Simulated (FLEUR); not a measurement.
Records of electronic-structure calculations.

**Nickel: which magnetic order is lowest**

It takes space group Fm-3m (No. 225, cubic). Conventional cell: a = 3.524 Å, b = 3.524 Å, c = 3.524 Å, α = 90.00°, β = 90.00°, γ = 90.00°. Ni has 12 Ni at 2.49 Å nearest.

```yaml
method: PBE; all-electron FLAPW, Dirac cores, scalar-relativistic bands
program: FLEUR MaX-R8.1
settings_of_one_run: kmax 3.6 1/bohr, gmax 10.8 1/bohr, muffin tin radii Ni: 2.3 bohr, lmax Ni: [8, 6], hist occupations, smearing width 0.03 eV, mixer Anderson, mixing 0.05, max iterations 90, stop 2.00e-5 me/bohr³, collinear spin, 14×14×14 k-mesh, mesh matched on, starting moments 1 μB
cost: 4 runs, 2.9 min in all on 4 MPI ranks of Arm Neoverse V2, shared host (the runs of this entry)
notes: The run is spin-polarised, with a total moment of 0.60 μB a cell. This is the lowest of 4 finished starts, no proof of the ground state.
lowest_state_found: ferromagnetic (initial ferro +)
largest_site_spin_moment: 0.628 μB
next_finished_state: antiferromagnetic, 51.0 meV a seeded atom higher
energy_gained_by_spin_polarisation: 55.0 meV a seeded atom
```

The lowest state found is ferromagnetic, reached from the start ferro +, with moments up to 0.628 μB. The next finished state costs 51 meV a seeded atom.

[Logs and program files are shortened in this print: banners, set-up blocks, solver, clock and traceback lines can be left out without a mark of their own.]

[Logs are printed without paths, hosts, clocks, repeated set-up lines and the standing remarks that a program may print on its own settings, such as how far it seeks lower states.]

[Hosts, paths, dates, database ids (printed as entryN), source tags and the programs' standing remarks are cut or masked in the printed files.]

[Where a cell is said to come from a database of computed structures, the database is the Materials Project.]
